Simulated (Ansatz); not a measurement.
**A hypothetical structure for TiZnCu**

Starting from a made-up structure for TiZnCu, the aim is the relaxed cell, its shortest contacts and, where a second run follows, its electronic structure.

Main program and level: Ansatz 0.2.0; DFT, PBEsol, plane-wave PAW, files of the set soft_1, scalar-relativistic, ferromagnetic start, cell and ions relaxed at zero pressure; PAW set soft_1, in the first sound run; inputs show where later runs differ.

### Step 1. The starting structure

The structure is hexagonal, space group P6_3/mmc (No. 194). The conventional cell has a = 4.277 Å, b = 4.277 Å, c = 5.227 Å, α = 90.00°, β = 90.00°, γ = 120.00°. Nearest to Zn lie 5 Ti at 2.47 to 2.61 Å and 6 Cu at 2.79 Å. Cu has 2 Cu at 2.61 Å and 6 Ti at 2.79 Å and 6 Zn at 2.79 Å nearest. Ti has 5 Zn at 2.47 to 2.61 Å and 6 Cu at 2.79 Å nearest. Farther neighbours are not listed.

Coordinates:

```cif
data_structure
_symmetry_space_group_name_H-M 'P6_3/mmc'
_symmetry_Int_Tables_number 194
_cell_length_a 4.2770
_cell_length_b 4.2770
_cell_length_c 5.2270
_cell_angle_alpha 90.000
_cell_angle_beta 90.000
_cell_angle_gamma 120.000
_cell_volume 82.81
loop_
_atom_site_label
_atom_site_type_symbol
_atom_site_symmetry_multiplicity
_atom_site_Wyckoff_symbol
_atom_site_fract_x
_atom_site_fract_y
_atom_site_fract_z
_atom_site_occupancy
Zn1 Zn 2 d 0.33333 0.66667 0.75000 1
Cu1 Cu 2 a 0.00000 0.00000 0.00000 1
Ti1 Ti 2 c 0.33333 0.66667 0.25000 1
```

### Step 2. Relaxing cell and atoms

The guess takes its coordinates from another compound and its volume from a rule, so the cell and any free coordinates are relaxed together.

Input file input.yaml:

```yaml
crystal:
  lattice:
    - [4.277, 0.0, 0.0]
    - [-2.1385, 3.703990652, 0.0]
    - [0.0, 0.0, 5.227]
  atoms:
    - { symbol: Zn, position: [0.333333333, 0.666666667, 0.75] }
    - { symbol: Zn, position: [0.666666667, 0.333333333, 0.25] }
    - { symbol: Cu, position: [0.0, 0.0, 0.0], spin: 0.6 }
    - { symbol: Cu, position: [0.0, 0.0, 0.5], spin: 0.6 }
    - { symbol: Ti, position: [0.333333333, 0.666666667, 0.25], spin: 1.0 }
    - { symbol: Ti, position: [0.666666667, 0.333333333, 0.75], spin: 1.0 }
magnetization:
  spin_polarized: true
kpoints:
  mp_grid: { grid: [7, 7, 5] }
scf:
  occupations: { method: fermi_dirac, width: 0.05 }
hamiltonian:
  xc: pbesol
  pseudopotentials: { kind: paw, azcp: { folder: soft_1 }, xc_functional: pbe }
relax:
  f_tol: 0.015
  max_steps: 70
  cell: {}
output:
  forces: true
  stress: true
```

The run is started by

```console
$ ansatz run input.yaml --threads 4 --pin off --max-ram 10240MiB --backend cpu --events-out ev --progress --plain --runs-dir out
```

Numbers of over 12 decimals in the logs are rounded to 6 here.

Log:

```text
Engine: ansatz 0.2.0, aarch64-unknown-linux-gnu
Pseudopotentials: kind: paw
Pseudopotential: Zn, paw, valence charge 12, recommended cutoff 420 eV (normal), soft_1/Zn.paw.azcp
Pseudopotential: Cu, paw, valence charge 19, recommended cutoff 420 eV (normal), soft_1/Cu.paw.azcp
Pseudopotential: Ti, paw, valence charge 12, recommended cutoff 420 eV (normal), soft_1/Ti.paw.azcp
Functional definition: PBEsol
  exchange = pbesol_x
  correlation = pbesol_c
Crystal: 6 atoms, lattice volume = 82.806 Å³
Basis set: ecut = 420 eV, 1607 PW (Γ), exchange–correlation on 60×60×72 points (8 copies of the dense FFT grid, shifted against one another)
Bands: 54, of which v1, the nominal top of the filled ones, is band 43 counted from 1 (42 counted from 0)
Symmetry: 24 space group operations
Space group: P63/mmc (ITA 194), of the structure as read, at distance tolerance 4.4e-5 Å
Magnetic group: BNS 194.263 (UNI 1493), of the structure as read, at distance tolerance 4.4e-5 Å
k-points: 24 of 245
Non-local potential: Zn, projectors of the file, l = 0: 2, l = 1: 2, l = 2: 3, l = 3: 1
Non-local potential: Cu, projectors of the file, l = 0: 3, l = 1: 2, l = 2: 3, l = 3: 1
Non-local potential: Ti, projectors of the file, l = 0: 3, l = 1: 2, l = 2: 3, l = 3: 1
PAW form: soft (Blöchl's): semilocal exchange-correlation on the pseudo side does not see the compensation charge
PAW frozen core: Zn, regenerated for the run's functional, and the local potential with it (the file was generated under x = pbe(κ = 0.804, μ = 0.219515), c = pbe(β = 0.066725))
PAW frozen core: Cu, regenerated for the run's functional, and the local potential with it (the file was generated under x = pbe(κ = 0.804, μ = 0.219515), c = pbe(β = 0.066725))
PAW frozen core: Ti, regenerated for the run's functional, and the local potential with it (the file was generated under x = pbe(κ = 0.804, μ = 0.219515), c = pbe(β = 0.066725))
PAW one-centre angular grid: Zn, 590 points (default); XC on 64 Gauss nodes
PAW one-centre angular grid: Cu, 590 points (default); XC on 64 Gauss nodes
PAW one-centre angular grid: Ti, 590 points (default); XC on 64 Gauss nodes
Initial density: superposition of atomic densities (chi_scale 0.1, normalization cell)
Starting moments: Σ|m| = 3.2 μB on 4 of 6 sites
Initial wavefunctions: pseudopotential atomic-orbital guess
Functional: x = pbesol(κ = 0.804, μ = 0.123457), c = pbesol(β = 0.046)
SCF iter   1: F=—  HF=-24692.090539 eV  |F-HF|=—  |Δ(HF+E_count)|=         —  Δρ=1.59e-1 (↑1.59e-1 ↓1.48e-1)  dr2=5.49e1  dr2_m=2.57e-1  M=1.348 μB ∫|m|=1.491 μB  β_m=0.30  ethr=3.10e-3  ⟨swp⟩=5.9  Hψ=9636  notcnv=0
Mixer restart at iter 1: flushing history
preconditioner: auto → Kerker (q_TF=auto, 2.746 Å⁻¹)  [metal: Δε(μ)=0.011 eV  Ē_g=6.930 eV  σ=0.050 eV  W_gap=0.06  n_scr=22 (ndim 8)  ℏωp=30.0 eV  f_vac=0.000  D(μ)=6.30/eV (n_scr^D=72)]
spin=Collinear: Kerker preconditioning applied to the charge; magnetization (m = ρ↑ − ρ↓) channel mixes plain (no charge-response kernel on spin).
SCF iter   2: F=—  HF=-24689.405610 eV  |F-HF|=—  |Δ(HF+E_count)|=    2.68e0  Δρ=5.47e-2 (↑5.47e-2 ↓5.19e-2)  dr2=4.76e0  dr2_m=1.55e-1  M=1.409 μB ∫|m|=1.423 μB  β_m=0.27  ethr=3.10e-3  ⟨swp⟩=4.0  Hψ=6837  notcnv=0  defer=113
SCF iter   3: F=—  HF=-24687.577404 eV  |F-HF|=—  |Δ(HF+E_count)|=    1.83e0  Δρ=2.46e-2 (↑2.46e-2 ↓1.84e-2)  dr2=1.11e0  dr2_m=1.05e-1  M=1.313 μB ∫|m|=1.329 μB  β_m=0.39  ethr=3.10e-3  ⟨swp⟩=2.0  Hψ=5481  notcnv=0  defer=135
SCF iter   4: F=—  HF=-24687.233906 eV  |F-HF|=—  |Δ(HF+E_count)|=   3.43e-1  Δρ=1.44e-2 (↑1.30e-2 ↓1.44e-2)  dr2=5.20e-1  dr2_m=3.47e-2  M=1.108 μB ∫|m|=1.118 μB  β_m=0.49  ethr=1.29e-3  ⟨swp⟩=2.1  Hψ=4086  notcnv=0  defer=125
SCF iter   5: F=—  HF=-24687.279093 eV  |F-HF|=—  |Δ(HF+E_count)|=   4.52e-2  Δρ=7.02e-3 (↑6.51e-3 ↓7.02e-3)  dr2=3.59e-2  dr2_m=1.25e-2  M=0.906 μB ∫|m|=0.913 μB  β_m=0.75  ethr=6.05e-4  ⟨swp⟩=2.0  Hψ=4000  notcnv=0  defer=125
SCF iter   6: F=—  HF=-24687.383690 eV  |F-HF|=—  |Δ(HF+E_count)|=         —  Δρ=1.05e-2 (↑1.05e-2 ↓9.55e-3)  dr2=8.84e-2  dr2_m=4.81e-2  M=0.266 μB ∫|m|=0.276 μB  β_m=0.75  ethr=4.18e-5  ⟨swp⟩=2.1  Hψ=4727  notcnv=0  defer=125
Mixer restart at iter 6: flushing history
SCF iter   7: F=—  HF=-24687.403218 eV  |F-HF|=—  |Δ(HF+E_count)|=   1.95e-2  Δρ=1.01e-2 (↑1.01e-2 ↓9.69e-3)  dr2=1.55e-1  dr2_m=1.06e-2  M=0.149 μB ∫|m|=0.157 μB  β_m=0.66  ethr=4.18e-5  ⟨swp⟩=2.0  Hψ=5061  notcnv=0  defer=125
SCF iter   8: F=—  HF=-24687.391296 eV  |F-HF|=—  |Δ(HF+E_count)|=   1.19e-2  Δρ=8.15e-3 (↑7.71e-3 ↓8.15e-3)  dr2=1.21e-1  dr2_m=5.99e-3  M=0.113 μB ∫|m|=0.118 μB  β_m=0.55  ethr=4.18e-5  ⟨swp⟩=2.0  Hψ=5494  notcnv=0  defer=129
SCF iter   9: F=—  HF=-24687.372250 eV  |F-HF|=—  |Δ(HF+E_count)|=   1.90e-2  Δρ=2.42e-3 (↑2.09e-3 ↓2.42e-3)  dr2=8.02e-3  dr2_m=1.26e-3  M=0.059 μB ∫|m|=0.062 μB  β_m=0.78  ethr=4.18e-5  ⟨swp⟩=2.0  Hψ=3670  notcnv=0  defer=129
SCF iter  10: F=—  HF=-24687.371096 eV  |F-HF|=—  |Δ(HF+E_count)|=   1.15e-3  Δρ=8.86e-4 (↑8.86e-4 ↓8.86e-4)  dr2=1.03e-3  dr2_m=7.40e-5  M=0.015 μB ∫|m|=0.016 μB  β_m=0.60  ethr=9.32e-6  ⟨swp⟩=2.0  Hψ=3833  notcnv=0  defer=129
SCF iter  11: F=—  HF=-24687.370597 eV  |F-HF|=—  |Δ(HF+E_count)|=   4.99e-4  Δρ=1.53e-4 (↑1.53e-4 ↓1.25e-4)  dr2=5.95e-5  dr2_m=5.60e-6  M=0.003 μB ∫|m|=0.004 μB  β_m=0.62  ethr=1.20e-6  ⟨swp⟩=2.0  Hψ=3766  notcnv=0  defer=126
SCF iter  12: F=—  HF=-24687.370647 eV  |F-HF|=—  |Δ(HF+E_count)|=   5.00e-5  Δρ=1.06e-4 (↑5.31e-5 ↓1.06e-4)  dr2=4.50e-6  dr2_m=1.94e-6  M=0.003 μB ∫|m|=0.003 μB  β_m=0.81  ethr=6.91e-8  ⟨swp⟩=2.0  Hψ=3618  notcnv=0  defer=126
SCF iter  13: F=—  HF=-24687.370656 eV  |F-HF|=—  |Δ(HF+E_count)|=   8.82e-6  Δρ=3.43e-5 (↑3.43e-5 ↓2.78e-5)  dr2=4.81e-7  dr2_m=6.05e-7  M=0.002 μB ∫|m|=0.002 μB  β_m=0.91  ethr=5.23e-9  ⟨swp⟩=2.1  Hψ=4311  notcnv=0  defer=126
SCF iter  14: F=—  HF=-24687.370656 eV  |F-HF|=—  |Δ(HF+E_count)|=   4.61e-7  Δρ=1.02e-5 (↑1.02e-5 ↓5.97e-6)  dr2=1.34e-7  dr2_m=4.96e-9  M=0.000 μB ∫|m|=0.000 μB  β_m=0.91  ethr=5.59e-10  ⟨swp⟩=2.0  Hψ=4301  notcnv=0  defer=126
SCF iter  15: F=—  HF=-24687.370656 eV  |F-HF|=—  |Δ(HF+E_count)|=   4.91e-9  Δρ=1.22e-6 (↑1.22e-6 ↓9.72e-7)  dr2=2.81e-9  dr2_m=1.20e-10  M=0.000 μB ∫|m|=0.000 μB  β_m=0.95  ethr=1.56e-10  ⟨swp⟩=1.8  Hψ=2802  notcnv=0  defer=126
SCF iter  16: F=-24687.370656 eV  HF=-24687.370656 eV  |F-HF|=7.09e-10  |Δ(HF+E_count)|=  1.16e-10  Δρ=5.73e-7 (↑4.23e-7 ↓5.73e-7)  dr2=9.19e-10  dr2_m=6.06e-12  M=-0.000 μB ∫|m|=0.000 μB  ethr=3.27e-12  ⟨swp⟩=1.0  Hψ=6665  notcnv=0
[...]
SCF iter   6: F=—  HF=-24687.380752 eV  |F-HF|=—  |Δ(HF+E_count)|=   3.17e-7  Δρ=4.48e-6 (↑4.48e-6 ↓4.26e-6)  dr2=1.05e-7  dr2_m=1.73e-10  M=0.000 μB ∫|m|=0.000 μB  β_m=0.86  ethr=6.97e-10  ⟨swp⟩=2.0  Hψ=4130  notcnv=0
SCF iter   7: F=-24687.380751 eV  HF=-24687.380752 eV  |F-HF|=3.14e-8  |Δ(HF+E_count)|=   1.25e-8  Δρ=3.88e-6 (↑3.81e-6 ↓3.88e-6)  dr2=3.18e-8  dr2_m=3.40e-12  M=0.000 μB ∫|m|=0.000 μB  ethr=1.22e-10  ⟨swp⟩=2.0  Hψ=7732  notcnv=0
the starting moments were not kept: the SCF closed with an absolute magnetisation of 4.0e-6 μB, where they sum to 3.2 μB in size (4 sites). That is at most 0.1 of that sum. Measured as dr2_m measures the in/out step, that magnetisation stands 2.5e-12 eV from none, at or under the dr2_threshold of 1.9e-7 eV: it is no larger than a step whose dr2_m would equal this threshold.
SCF 3 converged in 7 iterations: F = -24687.380751 eV  dr2 = 3.18e-8
relax step   3: F+E_penalty+E_count = -24687.38075149 eV  Δ(F+E_penalty+E_count) = -1.640e-4 eV  max|allowed force component| = 2.930e-17 eV/Å  Δτ_max = 0.0000 Å  P = +0.004 GPa  Ω = 82.690 Å³  energy of the carried Pulay correction = +4.266e-5 eV  (7 SCF iters, dr2 threshold 1.87e-7 eV, accepted)
Initial wavefunctions: pseudopotential atomic-orbital guess (no wavefunctions were taken with the density)
iter 1 solved again at ethr=8.58e-7 eV; its pass at ethr=3.10e-3 eV (dr2=7.38e-4 eV) is discarded
SCF iter   1: F=—  HF=-24687.380681 eV  |F-HF|=—  |Δ(HF+E_count)|=         —  Δρ=1.46e-5 (↑1.46e-5 ↓1.46e-5)  dr2=1.71e-7  dr2_m=4.27e-12  M=0.000 μB ∫|m|=0.000 μB  β_m=0.65  ethr=8.58e-7  ⟨swp⟩=3.0  Hψ=15304  notcnv=0
eigensolver tolerance schedule: the retry pair's looser diagonalisation over-reported the residual by 4308.33 of it (diagonalisation noise at an unbounded share of the residual, at the tolerance the schedule requests for it); recorded, not acted on — ethr = c·dr2/N_el stays at c = 1.0e-1
preconditioner: auto → Kerker (q_TF=auto, 2.598 Å⁻¹)  [metal: Δε(μ)=0.059 eV  Ē_g=12.437 eV  σ=0.050 eV  W_gap=0.28  n_scr=22 (ndim 8)  ℏωp=33.2 eV  f_vac=0.000  D(μ)=4.94/eV (n_scr^D=52)]
spin=Collinear: Kerker preconditioning applied to the charge; magnetization (m = ρ↑ − ρ↓) channel mixes plain (no charge-response kernel on spin).
SCF iter   2: F=—  HF=-24687.380682 eV  |F-HF|=—  |Δ(HF+E_count)|=   1.48e-6  Δρ=1.47e-5 (↑1.47e-5 ↓1.47e-5)  dr2=3.64e-7  dr2_m=1.54e-12  M=0.000 μB ∫|m|=0.000 μB  β_m=0.30  ethr=1.99e-10  ⟨swp⟩=2.5  Hψ=5002  notcnv=0
SCF iter   3: F=—  HF=-24687.380682 eV  |F-HF|=—  |Δ(HF+E_count)|=   4.88e-8  Δρ=6.56e-6 (↑6.54e-6 ↓6.56e-6)  dr2=2.95e-8  dr2_m=1.57e-12  M=0.000 μB ∫|m|=0.000 μB  β_m=0.38  ethr=1.99e-10  ⟨swp⟩=2.0  Hψ=4526  notcnv=0
SCF iter   4: F=—  HF=-24687.380682 eV  |F-HF|=—  |Δ(HF+E_count)|=   1.35e-8  Δρ=1.27e-6 (↑1.27e-6 ↓1.27e-6)  dr2=3.07e-9  dr2_m=2.08e-13  M=0.000 μB ∫|m|=0.000 μB  β_m=0.40  ethr=3.43e-11  ⟨swp⟩=2.5  Hψ=3726  notcnv=0
SCF iter   5: F=—  HF=-24687.380682 eV  |F-HF|=—  |Δ(HF+E_count)|=  9.09e-10  Δρ=5.94e-7 (↑5.89e-7 ↓5.94e-7)  dr2=1.37e-9  dr2_m=8.34e-14  M=0.000 μB ∫|m|=0.000 μB  β_m=0.51  ethr=3.57e-12  ⟨swp⟩=2.0  Hψ=3516  notcnv=0
SCF iter   6: F=—  HF=-24687.380682 eV  |F-HF|=—  |Δ(HF+E_count)|=  9.60e-10  Δρ=3.12e-7 (↑3.07e-7 ↓3.12e-7)  dr2=3.97e-10  dr2_m=3.15e-14  M=0.000 μB ∫|m|=0.000 μB  β_m=0.75  ethr=1.59e-12  ⟨swp⟩=2.0  Hψ=3865  notcnv=0
SCF iter   7: F=—  HF=-24687.380682 eV  |F-HF|=—  |Δ(HF+E_count)|=  2.91e-10  Δρ=1.05e-7 (↑1.03e-7 ↓1.05e-7)  dr2=3.86e-11  dr2_m=1.46e-15  M=0.000 μB ∫|m|=0.000 μB  β_m=0.83  ethr=1.00e-12  ⟨swp⟩=2.0  Hψ=3730  notcnv=0
SCF iter   8: F=-24687.380682 eV  HF=-24687.380682 eV  |F-HF|=1.82e-11  |Δ(HF+E_count)|=  7.28e-12  Δρ=7.07e-8 (↑7.07e-8 ↓7.07e-8)  dr2=1.77e-11  dr2_m=3.80e-17  M=0.000 μB ∫|m|=0.000 μB  ethr=1.00e-12  ⟨swp⟩=2.6  Hψ=7123  notcnv=0
the starting moments were not kept: the SCF closed with an absolute magnetisation of 2.5e-8 μB, where they sum to 3.2 μB in size (4 sites). That is at most 0.1 of that sum. Measured as dr2_m measures the in/out step, that magnetisation stands 1.0e-16 eV from none, at or under the dr2_threshold of 6.0e-11 eV: it is no larger than a step whose dr2_m would equal this threshold.
SCF 4 converged in 8 iterations: F = -24687.380682 eV  dr2 = 1.77e-11
relax step   4: F+E_penalty+E_count = -24687.38068240 eV  Δ(F+E_penalty+E_count) = +6.909e-5 eV  max|allowed force component| = 3.431e-17 eV/Å  Δτ_max = 0.0000 Å  P = +0.006 GPa  Ω = 82.690 Å³  stress off target by 1.81e-2 GPa  SCF on the basis re-selected at this cell (its energy is not comparable with the rows above)  (8 SCF iters)
basis re-selected at this cell: Δ(F+E_penalty+E_count) = +6.909e-5 eV, ΔP = +0.002 GPa vs the last step (what re-selecting the basis moved, of the pressure what is left beyond the Pulay correction that the steps carried, after the strain that the cell walked since its last selection, with what the two solves' SCF thresholds leave and, on support functions, any second-order correction that the steps lacked; it is no m [...]
SCF converged after 8 iterations
Magnetization: 0.0000 μB (43.0000 up, 43.0000 down)
Absolute magnetization: 0.0000 μB (∫|ρ↑−ρ↓|, with the PAW one-centre terms)
Spin contamination: 0.0000 ħ² per cell (⟨S²⟩ above its minimum at these occupations)
Per-site moments (μB) at R_I (Å): [(6.714239679281409e-10, 1.023065), (6.71423979202776e-10, 1.023065), (1.145887292029833e-9, 1.067176), (1.1458872894545674e-9, 1.067176), (7.047491849196294e-9, 1.023065), (7.047491882220288e-9, 1.023065)]
Free energy (F): -24687.380682 eV
Harris-Foulkes:  -24687.380682 eV  (|F-HF|=1.82e-11)
Internal energy: -24687.339362 eV  (E = F + TS)
E sigma→0 (E₀):  -24687.360022 eV
Entropy (-TS):   -0.041320 eV (-6.887 meV/atom)
Fermi energy:    14.115342 eV
--- Per-component energies (eV) ---
  E_band       = -943.191468
  E_kinetic    = 1385.402929
  E_local      = -15004.772078  (includes V_loc(G=0)·N_el)
  E_nonlocal   = 3529.229333
  E_hartree    = 6182.539507
  E_xc         = -527.432239
  E_vxc        = -575.991971  (∫ρ·V_xc dr)
  E_paw        = -9298.043233  (= ΣΔE_a)
  E_vpaw       = -2642.139894  (= ΣTr[D̂ρ^β])
  E_aug_tail   = 0.001299  (compensation charges beyond the density's cutoff)
  E_ewald      = -10956.550766
  E_core_change = 2.285886  (= ΣΔE_core)
  E_smearing   = -0.041320  (= −TS)
  E_closure    = 0.000000  (closes the sum)
  Σ components = -24687.380682   (vs F -24687.380682, Δ=0.00e0)
--- Forces (eV/Å), atoms counted from 1 ---
  atom   1  Zn    -0.00000000     0.00000000     0.00000000
  atom   2  Zn    -0.00000000    -0.00000000    -0.00000000
  atom   3  Cu     0.00000000     0.00000000     0.00000000
  atom   4  Cu     0.00000000     0.00000000     0.00000000
  atom   5  Ti     0.00000000     0.00000000     0.00000000
  atom   6  Ti     0.00000000     0.00000000    -0.00000000
  max |Σ_I F_I| component: 1.39e-17 eV/Å
--- Stress (GPa, compression-positive) ---
       -0.000524       0.000000       0.000000
        0.000000      -0.000524      -0.000000
        0.000000      -0.000000       0.018147
  P = ⅓ Tr σ = 0.0057 GPa (0.057 kbar)
--- Relaxed structure (3 steps of the walk, 3 accepted, 1 SCFs on fresh bases) ---
  F+E_penalty+E_count = -24687.38068240 eV   max|allowed force component| = 3.431e-17 eV/Å   (the final SCF, on the basis selected at the relaxed cell)
  cell:  # Å, volume = 82.6900 Å³
    - [4.295759, 0.0, 0]
    - [-2.147880, 3.720237, -3.918681243865171e-19]
    - [0, -5.529967212703924e-19, 5.174188]
  atoms:
    - { symbol: Zn, position: [0.333333, 0.666667, 0.750000] }
    - { symbol: Zn, position: [0.666667, 0.333333, 0.250000] }
    - { symbol: Cu, position: [0, 0, 0] }
    - { symbol: Cu, position: [0, 0, 0.500000] }
    - { symbol: Ti, position: [0.333333, 0.666667, 0.250000] }
    - { symbol: Ti, position: [0.666667, 0.333333, 0.750000] }
```

It took 17 s on 4 threads of Arm Neoverse V2, shared host; peak memory 0.62 GiB.

The steps of the relaxation:

| step | energy less that of the first step (eV) | largest force component (eV/Å) | pressure (GPa) | volume (Å³) |
| --- | --- | --- | --- | --- |
| 1 | 0.0000 | 0.0000 | -0.17 | 82.81 |
| 2 | -0.0099 | 0.0000 | 0.10 | 82.63 |
| 3 | -0.0101 | 0.0000 | 0.00 | 82.69 |
| 4* | -0.0100 | 0.0000 | 0.01 | 82.69 |

Relaxation steps marked * repeat the geometry before them on a plane-wave basis chosen anew for their cell, so energy and pressure can jump there.

Forces are held to the 24 operations that the run works with; a distortion that breaks them can't arise in this run.

| conventional cell, symmetrised | before | after | change |
| --- | --- | --- | --- |
| a (Å) | 4.277 | 4.296 | +0.4 % |
| b (Å) | 4.277 | 4.296 | +0.4 % |
| c (Å) | 5.227 | 5.174 | -1.0 % |
| volume (Å³/atom) | 13.80 | 13.78 | -0.1 % |

Final coordinates:

```xyz
6
Lattice="4.2958 0.0000 0.0000 -2.1479 3.7202 0.0000 0.0000 0.0000 5.1742" Properties=species:S:1:pos:R:3 pbc="T T T"
Zn    0.0000    2.4802    3.8806
Zn    2.1479    1.2401    1.2935
Cu    0.0000    0.0000    0.0000
Cu    0.0000    0.0000    2.5871
Ti    0.0000    2.4802    1.2935
Ti    2.1479    1.2401    3.8806
```

Numbers from this step:

```
free energy             : -24687.3807 eV
energy at zero smearing : -24687.3600 eV
smearing term TS        : 0.04132 eV
Fermi energy            : 14.12 eV
electrons               : 86
symmetry operations     : 24
pressure                : 0.005700 GPa
```

Shortest distances by pair of elements, guess and relaxed (not always the same contact):

| pair | guess (Å) | relaxed (Å) |
| --- | --- | --- |
| Ti–Zn | 2.469 | 2.480 |
| Cu–Cu | 2.614 | 2.587 |
| Cu–Zn | 2.794 | 2.797 |
| Cu–Ti | 2.794 | 2.797 |
| Zn–Zn | 3.596 | 3.584 |

The relaxation ends with a pressure of 0.01 GPa. The starting moments have collapsed: the run ends non-magnetic.

(Continued in part 2 of 2.)

[Logs are printed without paths, hosts, clocks, repeated set-up lines and the standing remarks that a program may print on its own settings, such as how far it seeks lower states.]

[Hosts, paths, dates, database ids (printed as entryN), source tags and the programs' standing remarks are cut or masked in the printed files.]
